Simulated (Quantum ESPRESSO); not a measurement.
Entries from a set of simulations; values are calculated unless marked as measured.

E(M) of SrCo2As2. Symmetry: I4/mmm, No. 139, tetragonal system. Conventional cell: a = 3.982 Å, b = 3.982 Å, c = 11.449 Å, α = 90.00°, β = 90.00°, γ = 90.00°. Sr has 8 As at 3.29 Å and 8 Co at 3.49 Å nearest. Nearest to Co lie 4 As at 2.30 Å and 4 Co at 2.82 Å and 4 Sr at 3.49 Å. Nearest to As lie 4 Co at 2.30 Å and 4 Sr at 3.29 Å. Farther neighbours are not listed. The calculation used LDA; plane waves with GBRV 1.5 LDA potentials, no spin-orbit coupling (and 1 further level or step) in Quantum ESPRESSO 7.5, with GBRV 1.5 LDA, cutoff 544.23 eV, 10×10×10 k-mesh, 39 bands, fermi-dirac occupations, smearing width 0.05 eV, collinear spin, SCF threshold 1.00e-8, starting moments 0 2 2 0 0 μB in one of its runs. The moment of the free run is 1.08 μB a cell and the energy at zero total moment is 29.4 meV a cell over the lowest. The ΔE/ΔM² from the lowest point to 1.37 and to 0.91 μB is 91 and 70 meV/μB². It took 13 runs, 57 min in all on 4 MPI ranks of Intel Xeon 6975P-C (Granite Rapids), shared host (the runs of this entry). At zero total moment the site moments vanish, so the 29 meV a cell is the energy of forming them. The points show one minimum alone. The run is spin-polarised, with a total moment of 1.08 μB a cell (absolute 1.16). All runs start parallel; opposed orders may lie lower.

[Hosts, paths, dates, database ids (printed as entryN), source tags and the programs' standing remarks are cut or masked in the printed files.]

[Where a cell is said to come from a database of computed structures, the database is the Materials Project.]
